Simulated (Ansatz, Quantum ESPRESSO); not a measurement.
# Band edges of honeycomb AsN, 1 layer under strain, part 2 of 2

How do the band edges of honeycomb AsN, 1 layer move against the vacuum when the sheet is stretched?

Quantum ESPRESSO 7.5; plane-wave DFT, PBE, GBRV ultrasoft pseudopotentials; geometry by Ansatz 0.2.0 with PAW datasets.

So far: The structure; Geometry from Ansatz.

## Step 3: The script

Under ESM bc1 levels count from the vacuum, or from the mean of the two vacuum levels where the sheet has a dipole, so band edges at unlike strains can be compared.

Level of this step: plane-wave DFT, PBE, GBRV ultrasoft pseudopotentials (Quantum ESPRESSO 7.5).

File run.py:

```python
import json
import numpy as np
from ase import Atoms
from ase.calculators.espresso import Espresso, EspressoProfile

profile = EspressoProfile(command='mpirun -n 2 pw.x -nk 2', pseudo_dir='../pseudo')
pseudopotentials = {'As': 'as_pbe_v1.uspp.F.UPF', 'N': 'n_pbe_v1.2.uspp.F.UPF'}
system = {'ecutwfc': 40, 'ecutrho': 200, 'occupations': 'smearing', 'smearing': 'fd', 'degauss': 0.002}


def calculator(name, kpts, **extra):
    data = dict(control=dict(tprnfor=True, verbosity='high', disk_io='none'),
                system=system | extra,
                electrons=dict(conv_thr=1e-09, mixing_beta=0.4, mixing_mode='plain',
                               electron_maxstep=100))
    return Espresso(profile=profile, directory=name, pseudopotentials=pseudopotentials, kpts=kpts, input_data=data)


def centre(atoms):
    z = atoms.positions[:, 2]
    atoms.positions[:, 2] -= (z.max() + z.min()) / 2  # ESM wants the slab about z = 0
    return atoms

sheet = Atoms(
    ['N', 'As'],
    scaled_positions=[
        [0.6666666667, 0.3333333333, 0.4702589636],
        [0.3333333333, 0.6666666667, 0.5297410364]],
    cell=[
        [2.966151273652, 0.000000000000, 0.000000000000],
        [-1.483075636826, 2.568762354450, 0.000000000000],
        [0.000000000000, 0.000000000000, 15.970000000000]],
    pbc=True)

rows = []
for strain in [-0.03, -0.015, 0.0, 0.015, 0.03]:
    atoms = sheet.copy()
    atoms.set_cell(sheet.cell.array * [[1 + strain], [1 + strain], [1]], scale_atoms=True)
    atoms = centre(atoms)
    atoms.calc = calculator(f's{strain:+.3f}', (18, 18, 1), assume_isolated='esm', esm_bc='bc1', nbnd=9)
    energy = atoms.get_potential_energy()
    levels = np.array([atoms.calc.get_eigenvalues(kpt=i) for i in range(len(atoms.calc.get_ibz_k_points()))])
    top, bottom = levels[:, 4].max(), levels[:, 5].min()
    direct = (levels[:, 5] - levels[:, 4]).min()
    rows.append([strain, energy, top, bottom, direct])
    print(f'strain {strain:+.3f}: E = {energy:.5f} eV, valence top {top:.3f}, conduction bottom {bottom:.3f}, '
          f'gap {bottom - top:.3f}, least direct gap {direct:.3f} eV')

x, energy, top, bottom, direct = np.array(rows).T
area = np.linalg.norm(np.cross(*sheet.cell[:2]))
stiffness = np.polyfit(x, energy, 2)[0] / area * 16.0218  # C11 + C12, heights clamped
print(f'valence and conduction edges move by {np.polyfit(x, top, 1)[0]:.2f} and {np.polyfit(x, bottom, 1)[0]:.2f} eV per unit biaxial strain')
print(f'C11 + C12 with clamped heights: {stiffness:.1f} N/m')
json.dump(dict(rows=rows, stiffness=stiffness), open('result.json', 'w'))
```

Started as:

```sh
$ OMP_NUM_THREADS=1 python run.py
```

What it wrote:

```text
strain -0.030: E = -820.52122 eV, valence top -6.766, conduction bottom -4.653, gap 2.113, least direct gap 2.787 eV
strain -0.015: E = -820.58676 eV, valence top -6.705, conduction bottom -4.674, gap 2.031, least direct gap 2.669 eV
strain +0.000: E = -820.61609 eV, valence top -6.643, conduction bottom -4.691, gap 1.952, least direct gap 2.560 eV
strain +0.015: E = -820.61381 eV, valence top -6.565, conduction bottom -4.704, gap 1.861, least direct gap 2.461 eV
strain +0.030: E = -820.58394 eV, valence top -6.490, conduction bottom -4.713, gap 1.777, least direct gap 2.221 eV
valence and conduction edges move by 4.61 and -1.00 eV per unit biaxial strain
C11 + C12 with clamped heights: 148.5 N/m
```

It took 1.7 min on 2 MPI ranks of Arm Neoverse V2, shared host; peak memory 0.29 GiB.

The input that ASE wrote for the first run, and its log:

```
&CONTROL
   verbosity        = 'high'
   tprnfor          = .true.
   disk_io          = 'none'
   pseudo_dir       = '../pseudo'
/
&SYSTEM
   nbnd             = 9
   ecutwfc          = 40
   ecutrho          = 200
   occupations      = 'smearing'
   degauss          = 0.002
   smearing         = 'fd'
   assume_isolated  = 'esm'
   esm_bc           = 'bc1'
   ntyp             = 2
   nat              = 2
   ibrav            = 0
/
&ELECTRONS
   electron_maxstep = 100
   conv_thr         = 1e-09
   mixing_mode      = 'plain'
   mixing_beta      = 0.4
/
&IONS
/
&CELL
/
&FCP
/
&RISM
/
ATOMIC_SPECIES
N 14.007 n_pbe_v1.2.uspp.F.UPF
As 74.921595 as_pbe_v1.uspp.F.UPF

K_POINTS automatic
18 18 1  0 0 0

CELL_PARAMETERS angstrom
2.87716673544244 0.00000000000000 0.00000000000000
-1.43858336772122 2.49169948381650 0.00000000000000
0.00000000000000 0.00000000000000 15.97000000000000

ATOMIC_POSITIONS angstrom
N 1.4385833679 0.8305664945 -0.4749643513  
As -0.0000000001 1.6611329893 0.4749643513
```

```text
Program PWSCF v.7.5 starts
[citation notice left out]

     Parallel version (MPI & OpenMP), running on       2 processor cores
     Number of MPI processes:                 2
     Threads/MPI process:                     1

     MPI processes distributed on     1 nodes
[... 1 line left out ...]

Warning: card &CELL ignored
Warning: card &FCP ignored
Warning: card &RISM ignored

     Current dimensions of program PWSCF are:
     Max number of different atomic species (ntypx) = 10
     Max number of k-points (npk) =  40000
     Max angular momentum in pseudopotentials (lmaxx) =  4
     Message from routine setup:
     using ibrav=0 with symmetry is DISCOURAGED, use correct ibrav instead

     K-points division:     npool     =       2
     Subspace diagonalization in iterative solution of the eigenvalue problem:
     a serial algorithm will be used

     G-vector sticks info
     --------------------
     sticks:   dense  smooth     PW     G-vecs:    dense   smooth      PW
     Sum         421     313    109                36927    26233    4677

     Using Slab Decomposition

     bravais-lattice index     =            0
     lattice parameter (alat)  =       5.4371  a.u.
     unit-cell volume          =     772.6134 (a.u.)^3
     number of atoms/cell      =            2
     number of atomic types    =            2
     number of electrons       =        10.00
     number of Kohn-Sham states=            9
     kinetic-energy cutoff     =      40.0000  Ry
     charge density cutoff     =     200.0000  Ry
     scf convergence threshold =      1.0E-09
     mixing beta               =       0.4000
     number of iterations used =            8  plain     mixing
     Exchange-correlation= SLA  PW   PBE  PBE
                           (   1   4   3   4   0   0   0)

     Effective Screening Medium Method
     =================================
     Boundary Conditions: Vacuum-Slab-Vacuum
     total charge in unit cell        =   0.0000
     grid points for fit at edges     =        4

[... 10 lines left out ...]
     PseudoPot. # 1 for N  read from file:
     ../pseudo/n_pbe_v1.2.uspp.F.UPF
     Pseudo is Ultrasoft + core correction, Zval =  5.0
     Generated by new atomic code, or converted to UPF format
     Using radial grid of  729 points,  4 beta functions with:
                l(1) =   0
                l(2) =   0
                l(3) =   1
                l(4) =   1
     Q(r) pseudized with  8 coefficients,  rinner =    0.900   0.900   0.900

     PseudoPot. # 2 for As read from file:
     ../pseudo/as_pbe_v1.uspp.F.UPF
     Pseudo is Ultrasoft + core correction, Zval =  5.0
     Generated by new atomic code, or converted to UPF format
     Using radial grid of  875 points,  6 beta functions with:
                l(1) =   0
                l(2) =   0
                l(3) =   1
                l(4) =   1
                l(5) =   2
                l(6) =   2
[... 422 lines left out ...]
[... 1 line left out ...]

     negative rho (up, down):  2.174E-04 0.000E+00

[... 1 line left out ...]

     total energy              =     -60.30720255 Ry
     estimated scf accuracy    <          2.0E-09 Ry

     iteration # 15     ecut=    40.00 Ry     beta= 0.40
[... 1 line left out ...]

---- Real-time Memory Report at c_bands before calling an iterative solver
           134 MiB given to the printing process from OS
            57 MiB allocation reported by mallinfo(arena+hblkhd)
[... 1 line left out ...]
------------------
[... 1 line left out ...]

     negative rho (up, down):  2.175E-04 0.000E+00

[... 1 line left out ...]

     End of self-consistent calculation

          k = 0.0000 0.0000 0.0000 (  3349 PWs)   bands (ev):

   -25.2078 -14.6191  -8.2004  -8.2004  -7.2934  -3.3997  -1.1539   0.3860
     0.3860

     occupation numbers
     1.0000   1.0000   1.0000   1.0000   1.0000   0.0000   0.0000   0.0000
     0.0000

[... 216 lines left out ...]

     the Fermi energy is    -6.1674 ev

!    total energy              =     -60.30720256 Ry
     estimated scf accuracy    <          2.8E-10 Ry
     smearing contrib. (-TS)   =      -0.00000000 Ry
     internal energy E=F+TS    =     -60.30720256 Ry

     The total energy is F=E-TS. E is the sum of the following terms:
     one-electron contribution =      77.46027045 Ry
     hartree contribution      =     -37.89355090 Ry
     xc contribution           =     -36.94996745 Ry
     ewald contribution        =     -62.92395466 Ry

     convergence has been achieved in  15 iterations

     negative rho (up, down):  2.175E-04 0.000E+00

     Forces acting on atoms (cartesian axes, Ry/au):

     atom    1 type  1   force =     0.00000000    0.00000000   -0.03053607
     atom    2 type  2   force =     0.00000000    0.00000000    0.03053358
     The non-local contrib.  to forces
     atom    1 type  1   force =     0.00000000   -0.00000000    1.42703944
     atom    2 type  2   force =    -0.00000000    0.00000000    0.88955991
     The ionic contribution  to forces
     atom    1 type  1   force =    -0.00000000    0.00000000   -9.70072165
     atom    2 type  2   force =     0.00000000   -0.00000000    9.70072165
     The local contribution  to forces
     atom    1 type  1   force =    -0.00000001    0.00000000    8.25582970
     atom    2 type  2   force =     0.00000000   -0.00000000  -10.64745878
     The core correction contribution to forces
     atom    1 type  1   force =     0.00000000   -0.00000000   -0.01267836
     atom    2 type  2   force =    -0.00000000    0.00000000    0.08770772
     The Hubbard contrib.    to forces
     atom    1 type  1   force =     0.00000000    0.00000000    0.00000000
     atom    2 type  2   force =     0.00000000    0.00000000    0.00000000
     The SCF correction term to forces
     atom    1 type  1   force =     0.00000000    0.00000000   -0.00000519
     atom    2 type  2   force =    -0.00000000    0.00000000    0.00000308

     Total force =     0.043183     Total SCF correction =     0.000006
     Message from routine punch:
     Nothing written, as per user request (disk_io='none')

[... 1 line left out ...]

[... 1 line left out ...]

[... 1 line left out ...]

[... 3 lines left out ...]

[... 1 line left out ...]

[... 2 lines left out ...]

[... 1 line left out ...]

[... 1 line left out ...]

=------------------------------------------------------------------------------=
   JOB DONE.
=------------------------------------------------------------------------------=
```

This step gave:

| Quantity | Value |
| --- | --- |
| biaxial stiffness | 148.5 N/m |

The band edge from the vacuum level by biaxial strain:

```tsv
biaxial strain (%)	valence top (eV)	conduction bottom (eV)
-3.00	-6.77	-4.65
-1.50	-6.71	-4.67
0.00	-6.64	-4.69
1.50	-6.57	-4.70
3.00	-6.49	-4.71
```

The gap by biaxial strain:

```tsv
biaxial strain (%)	on the mesh (eV)	least direct (eV)
-3.00	2.11	2.79
-1.50	2.03	2.67
0.00	1.95	2.56
1.50	1.86	2.46
3.00	1.78	2.22
```

Table of energy over the lowest by biaxial strain:

```tsv
biaxial strain (%)	energy over the lowest (meV)
-3.00	94.9
-1.50	29.3
0.00	0
1.50	2.28
3.00	32.2
```

## Step 4: Running the series: PBEsol, GBRV ultrasoft

Level of this step: plane-wave DFT, PBEsol, GBRV ultrasoft pseudopotentials (Quantum ESPRESSO 7.5).

run.py, as its differences from the input of step 3:

```diff
@@ -6,3 +6,3 @@
 profile = EspressoProfile(command='mpirun -n 2 pw.x -nk 2', pseudo_dir='../pseudo')
-pseudopotentials = {'As': 'as_pbe_v1.uspp.F.UPF', 'N': 'n_pbe_v1.2.uspp.F.UPF'}
+pseudopotentials = {'As': 'as_pbesol_v1.uspp.F.UPF', 'N': 'n_pbesol_v1.2.uspp.F.UPF'}
 system = {'ecutwfc': 40, 'ecutrho': 200, 'occupations': 'smearing', 'smearing': 'fd', 'degauss': 0.002}
```

Started as:

```sh
$ OMP_NUM_THREADS=1 python run.py
```

What it wrote:

```text
strain -0.030: E = -816.05769 eV, valence top -6.818, conduction bottom -4.769, gap 2.049, least direct gap 2.716 eV
strain -0.015: E = -816.09547 eV, valence top -6.756, conduction bottom -4.791, gap 1.965, least direct gap 2.597 eV
strain +0.000: E = -816.09803 eV, valence top -6.694, conduction bottom -4.809, gap 1.885, least direct gap 2.489 eV
strain +0.015: E = -816.06993 eV, valence top -6.614, conduction bottom -4.821, gap 1.792, least direct gap 2.389 eV
strain +0.030: E = -816.01518 eV, valence top -6.536, conduction bottom -4.829, gap 1.707, least direct gap 2.185 eV
valence and conduction edges move by 4.70 and -1.01 eV per unit biaxial strain
C11 + C12 with clamped heights: 144.0 N/m
```

Wall time 1.7 min (2 MPI ranks); peak memory 0.29 GiB; 3.4 min of CPU time.

Read from the output:

- biaxial stiffness: 144.0 N/m

Band edge from the vacuum level against biaxial strain:

```tsv
biaxial strain (%)	valence top (eV)	conduction bottom (eV)
-3.00	-6.82	-4.77
-1.50	-6.76	-4.79
0.00	-6.69	-4.81
1.50	-6.61	-4.82
3.00	-6.54	-4.83
```

The gap by biaxial strain:

```tsv
biaxial strain (%)	on the mesh (eV)	least direct (eV)
-3.00	2.05	2.72
-1.50	1.96	2.60
0.00	1.88	2.49
1.50	1.79	2.39
3.00	1.71	2.18
```

Table of energy over the lowest by biaxial strain:

```tsv
biaxial strain (%)	energy over the lowest (meV)
-3.00	40.3
-1.50	2.55
0.00	0
1.50	28.1
3.00	82.8
```

## Step 5: A check by hand

Under equal strain ε in the plane, E = A (C11 + C12) ε². From the points at ±1.5 %: d²E/dε² = (29.33 + 2.28 − 2 × 0.00) meV / 0.015² = 141 eV, and 141/(2 × 7.619 Å²) × 16.02 = 148 N/m.

## Step 6: What came out

- C11 + C12, heights clamped, PBE, GBRV ultrasoft: 148 N/m
- gap on the mesh at zero strain, PBE, GBRV ultrasoft: 1.95 eV
- valence top below the mean of the two vacuum levels at zero strain, PBE, GBRV ultrasoft: 6.64 eV
- shift of the valence top per unit biaxial strain, PBE, GBRV ultrasoft: 4.6 eV
- shift of the conduction bottom per unit biaxial strain, PBE, GBRV ultrasoft: -1.0 eV
- C11 + C12, heights clamped, PBEsol, GBRV ultrasoft: 144 N/m
- gap on the mesh at zero strain, PBEsol, GBRV ultrasoft: 1.88 eV
- valence top below the mean of the two vacuum levels at zero strain, PBEsol, GBRV ultrasoft: 6.69 eV
- shift of the valence top per unit biaxial strain, PBEsol, GBRV ultrasoft: 4.7 eV
- shift of the conduction bottom per unit biaxial strain, PBEsol, GBRV ultrasoft: -1.0 eV

In words: The sheet's biaxial stiffness comes to 148 N/m and its gap at zero strain to 1.95 eV (PBE, GBRV ultrasoft). From −3 % to +3 % the gap on the mesh goes from 2.11 to 1.78 eV; it is indirect at every strain. Heights are clamped under strain, which makes a sheet with several atomic planes too stiff. Zero strain is the PBE cell; under PBE the energy is lowest near +0.7 %, so its stiffness is taken away from its own minimum. Zero strain is the PBE cell; under PBEsol the energy is lowest near -0.5 %, so its stiffness is taken away from its own minimum. Semilocal gaps are too small. The sheet carries a dipole, so the two faces have unlike vacuum levels and the zero lies between them. Spin-orbit coupling is left out; depending on the atoms that carry the levels of interest, it can split and shift them by tens to hundreds of meV.

[Logs are printed without paths, hosts, clocks, repeated set-up lines and the standing remarks that a program may print on its own settings, such as how far it seeks lower states.]

[Hosts, paths, dates, database ids (printed as entryN), source tags and the programs' standing remarks are cut or masked in the printed files.]

[Maps of the electrostatic potential energy from Ansatz leave out the sawtooth potential of an applied field or a dipole correction, so their vacuum need not be flat; planar profiles and work functions include it.]
